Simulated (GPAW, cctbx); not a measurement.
## How far are the atoms of (LiCl)2(MgS)2 from free atoms?

Question: by how much does bonding change the X-ray structure factors of (LiCl)2(MgS)2, how firmly does DFT give the change, and what does a routine refinement make of it?

The cell is a (LiCl)2(MgS)2 superlattice along [001] of the rock-salt type, started at the mean lattice constant and relaxed freely, with no substrate. All numbers below are calculated.

**1. Relax the structure**

The density hangs on the geometry, so cell and atoms are relaxed first, with the symmetry held. The cutoff is set higher than for the density because stress converges slowly with plane waves.

Settings: GPAW 26.7.0, PBE, 670 eV, 6×6×3 k-points (along the axes of the calculation cell), Fermi–Dirac width 0.05 eV, BFGS to 0.03 eV/Å.

```text
cell
1.0
     3.669884194    0.000000000    0.000000000
     0.000000000    3.669884194    0.000000000
     0.000000000    0.000000000   10.380000000
Li Cl Mg S
2 2 2 2
Direct
0.500000000 0.000000000 0.875000000
0.000000000 0.500000000 0.125000000
0.000000000 0.500000000 0.875000000
0.500000000 0.000000000 0.125000000
0.500000000 0.000000000 0.375000000
0.000000000 0.500000000 0.625000000
0.000000000 0.500000000 0.375000000
0.500000000 0.000000000 0.625000000
```

```console
$ OMP_NUM_THREADS=1 mpirun -n 4 gpaw python run.py > gpaw.log
```

```text
BFGS:    0      -31.720811        0.342608
BFGS:    1      -31.730092        0.308149
BFGS:    2      -31.768356        0.045787
BFGS:    3      -31.768576        0.036437
...
BFGS:    9      -31.770173        0.034697
BFGS:   10      -31.770462        0.030153
BFGS:   11      -31.770790        0.026998
cell  3.6691 3.6691 10.4343  90.00 90.00 90.00
volume 140.469 A^3, largest force 0.027 eV/A, largest stress 0.20 GPa
```

After 11 steps the volume has changed by +0.5 % and the energy by -0.050 eV; the largest stress left is 0.20 GPa. It took 5.4 min on 4 cores of Arm Neoverse N1 (shared host), peak memory 1.2 GiB.

Relaxed structure: P4/nmm (no. 129, origin choice 1), a = 3.6691 Å, b = 3.6691 Å, c = 10.4343 Å, α = 90.00°, β = 90.00°, γ = 90.00°.

```
atom  mult.    x    y       z
 Cl1      2    0  1/2  0.8770
  S1      2    0  1/2  0.3722
 Mg1      2  1/2    0  0.3807
 Li1      2  1/2    0  0.8697
```

**2. The all-electron density**

X-rays see the whole electron density, so the PAW density is rebuilt with its core regions. Subtracting spherical free atoms from the same code cancels the cores and leaves the deformation density Δρ, the part due to bonding.

Settings: PBE, 550 eV, 7×7×3 k-points (along the axes of the calculation cell), Fermi–Dirac width 0.05 eV; primitive cell of 8 atoms.

```console
$ OMP_NUM_THREADS=1 mpirun -n 4 gpaw python run.py > gpaw.log
```

```text
|iter:   1|       0s |  -32.482210 | +0.06 |       |
|iter:   2|       2s |  -32.327681 | -1.81 | -1.17 |
|iter:   3|       4s |  -31.732589 | -1.08 | -1.21 |
...
|iter:   7|      11s |  -31.749291c| -5.17 | -3.40 |
|iter:   8|      13s |  -31.749296c| -6.27 | -3.84 |
|iter:   9|      15s |  -31.749296c| -7.43c| -4.43c|
```

```text
grid (40, 40, 120)  electrons 96.000  moved by bonding 1.362 e
deformation density beyond 0.5 A of the nuclei: max 0.085, min -0.061 e/A^3
atom        x       y       z   Voronoi charge  moment
Cl1    0.0000  0.5000  0.8770     -0.152       0.00
Cl2    0.5000  0.0000  0.1230     -0.152       0.00
S 3    0.0000  0.5000  0.3722     -0.380       0.00
S 4    0.5000  0.0000  0.6278     -0.380       0.00
Mg5    0.5000  0.0000  0.3807      0.399       0.00
Mg6    0.0000  0.5000  0.6193      0.399       0.00
Li7    0.5000  0.0000  0.8697      0.134       0.00
Li8    0.0000  0.5000  0.1303      0.134       0.00
mean inner potential of superposed free atoms 12.563 V
total magnetic moment 0.000 muB
```

Deformation density in a plane through the shortest contact of the S atom at the origin, in 0.01 e/Å³ (clipped at ±99); x from -1.6 to 4.1 Å, y from 2.4 down to -2.4 Å:

```text
  7   2  -3   .   .   .  -5  -2   3   5   .   .   .   3   2   0
  4   0  -4  -4  -1  -4  -5  -3   1   3   3   2   3   3   1  -1
  1  -1  -2  -2  -1  -2  -2  -2  -1   1   3   4   3   1   0  -1
 -1  -1   1   3   5   4   2   0  -1   0   1   1   1  -1  -1  -1
 -2   1   4   5   6   6   4   2   0  -1  -1   0  -1  -1  -1   1
 -1   4   7   1   .  -1   5   5   2   0   0   .   0  -1   0   2
 -1   6   8  -1   .   .   4   6   3   1   .   .   0  -1   1   3
 -1   4   7   1   .  -1   5   5   2   0   0   .   0  -1   0   2
 -2   1   4   5   6   6   4   2   0  -1  -1   0  -1  -1  -1   1
 -1  -1   1   3   5   4   2   0  -1   0   1   1   1  -1  -1  -1
  1  -1  -2  -2  -1  -2  -2  -2  -1   1   3   4   3   1   0  -1
  4   0  -4  -4  -1  -4  -5  -3   1   3   3   2   3   3   1  -1
  7   2  -3   .   .   .  -5  -2   3   5   .   .   .   3   2   0
```

Atoms in or within 0.15 Å of the plane: S (0.0, 0.0), Li (2.5, 0.0) Å. Dots mark points within about 0.45 Å of a nucleus; large values next to them are atomic features.

S gains most (-0.38 e) and Mg loses most (+0.40 e), which isn't the order of electronegativity: valence and coordination count too, and Voronoi cells cut space at the midplane whatever the atoms' sizes. Such charges fall far short of formal ones, since overlapping free atoms already put density on their neighbours. Along the shortest contact from the S atom at the map's origin, S–Li at 2.52 Å, Δρ is +0.05 e/Å³ at the midpoint and highest, +0.06, 0.94 Å from S (points within 0.5 Å of a nucleus left out): little piles up between the atoms. At the midpoints of other shortest contacts it is +0.05 (S–Mg, 2.58 Å), +0.02 (Cl–Li, 2.60 Å) and +0.01 (Cl–Mg, 2.69 Å) e/Å³. Point values carry grid noise of about 0.01 e/Å³. The run needed 9 iterations, 26 s.

**3. Structure factors**

The Fourier components of Δρ, added to those of the free atoms, give the static X-ray structure factors; the Mott–Bethe relation turns them into the Fourier components V of the potential that fast electrons feel.

```text
static structure factors of the conventional cell: F in electrons, V (Mott-Bethe) in volts
   h  k  l      d  |F| table  |F| free   |F| DFT   change   |V| free  |V| DFT  change %
   0  0  1 10.4343    11.044    11.077    11.052   -0.025     0.983    1.072      9.0
   0  0  2  5.2172     0.953     0.959     0.938   -0.021     0.054    0.073     33.9
   0  0  3  3.4781     9.289     9.331     9.255   -0.076     0.688    0.718      4.4
   1  0  1  3.4613    11.152    11.178    10.820   -0.358     0.592    0.731     23.6
   1  0  2  3.0012    28.118    28.160    28.956    0.796     2.317    2.083    -10.1
   0  0  4  2.6086    68.098    68.145    68.540    0.395     6.092    6.004     -1.4
   1  1  0  2.5944    68.239    68.286    68.644    0.358     6.087    6.008     -1.3
   1  0  3  2.5242    14.172    14.161    14.111   -0.050     0.883    0.894      1.2
   1  1  1  2.5178     8.689     8.686     8.660   -0.027     0.552    0.557      1.0
   1  1  2  2.3231     0.802     0.800     0.819    0.018     0.039    0.036     -8.4
   1  0  4  2.1260     2.284     2.281     2.273   -0.008     0.138    0.139      0.8
   0  0  5  2.0869     8.277     8.244     8.258    0.013     0.434    0.432     -0.4
   1  1  3  2.0796     8.008     7.993     7.884   -0.110     0.435    0.450      3.6
   1  1  4  1.8395    57.783    57.794    57.576   -0.218     4.172    4.196      0.6
```

The largest X-ray change is +0.80 e on 102, 2.8 % of |F|. For electrons V goes as (Z − F)/g², so a change of F counts against Z − F, which is small at low angle and wherever the atoms' terms cancel: |V| of 101 moves by +23.6 % (0.59 to 0.73 V) against -3.2 % in |F|. The tabulated Hartree–Fock atoms differ from the free DFT atoms by up to 0.05 e, so the choice of reference atom matters too.

**4. How cheap can the run be?**

Cheaper settings are set against the first, tightest run to find what the result needs. Some rows differ from it in more than one setting, so each label gives them all, and single effects show between rows that share the rest.

| run | ΔF 102 (e) | ΔF 004 (e) | ΔF 101 (e) | q(S) (e) | moved (e) | time |
| --- | --- | --- | --- | --- | --- | --- |
| 550 eV 7×7×3 | +0.796 | +0.395 | -0.358 | -0.380 | 1.362 | 26 s |
| 250 eV 5×5×2 | +0.792 | +0.394 | -0.357 | -0.379 | 1.352 | 10 s |
| 350 eV 5×5×2 | +0.796 | +0.394 | -0.359 | -0.380 | 1.350 | 12 s |

Within 0.02 e of the base on all three: 250 eV 5×5×2 and 350 eV 5×5×2. The largest error, 0.004 e, comes with 250 eV 5×5×2. Times are from shared hosts.

**5. Refining ordinary atoms against data with bonding**

Routine crystallography fits spherical atoms. To see the bias, intensities are simulated from tabulated atoms plus the DFT change ΔF, so that bonding alone can misfit (4680 reflections of the full sphere, merged to the counts below, to 0.5 Å, 1 % proportional noise plus counting noise, assumed isotropic U as listed, Δρ smeared by the mean U) and refined with cctbx over different ranges.

```
                    range  data      R1  GooF  U Cl1 (true 0.0091)  U S1 (true 0.0093)  U Mg1 (true 0.0101)  U Li1 (true 0.0132)  largest shift (Å)  Δρ max, min (e/Å³)
                 all data   411  0.0073  1.24               0.0091              0.0093               0.0101               0.0134             0.0002         0.19, -0.14
 low resolution, d > 0.84   105  0.0065  1.78               0.0090              0.0092               0.0099               0.0132             0.0007         0.10, -0.07
     high order, d < 0.75   275  0.0082  0.97               0.0092              0.0094               0.0103               0.0134             0.0015         0.11, -0.10
occupancies free, d > 0.7   165  0.0063  1.53               0.0090              0.0092               0.0101               0.0139             0.0004         0.09, -0.08
```

With all data GooF is 1.24, diluted by the many high-angle data; the misfit shows at low resolution; the top residual peak lies 1.18 Å from S and 1.40 Å from Mg, between them. No U is off by more than 3 s.u. at low resolution. With Cl1 held at 1 and the scale free, the other occupancies refine to S1 0.999(0.002), Mg1 1.003(0.002) and Li1 1.014(0.011), within three s.u. of full.

**6. Answer**

Bonding moves 1.36 e in the primitive cell of (LiCl)2(MgS)2 and changes the structure factors of the conventional cell in the table above by at most 0.80 e (102, 2.8 %), and among reflections above 2 % of the strongest by up to 3.2 % (101). The shortest bond, S–Li, has Δρ = +0.05 e/Å³ at its midpoint. Within 0.02 e of the base on all three: 250 eV 5×5×2 and 350 eV 5×5×2. The largest error, 0.004 e, comes with 250 eV 5×5×2. With all data GooF is 1.24, diluted by the many high-angle data. Limits: static density, frozen cores, no spin–orbit coupling.

[Outputs are excerpts: Python notices, other lines and further rows are left out; steps that failed or that the build refused (PBEsol, TPSS) are not shown.]

[Logs are printed without paths, hosts, clocks, repeated set-up lines and the standing remarks that a program may print on its own settings, such as how far it seeks lower states.]
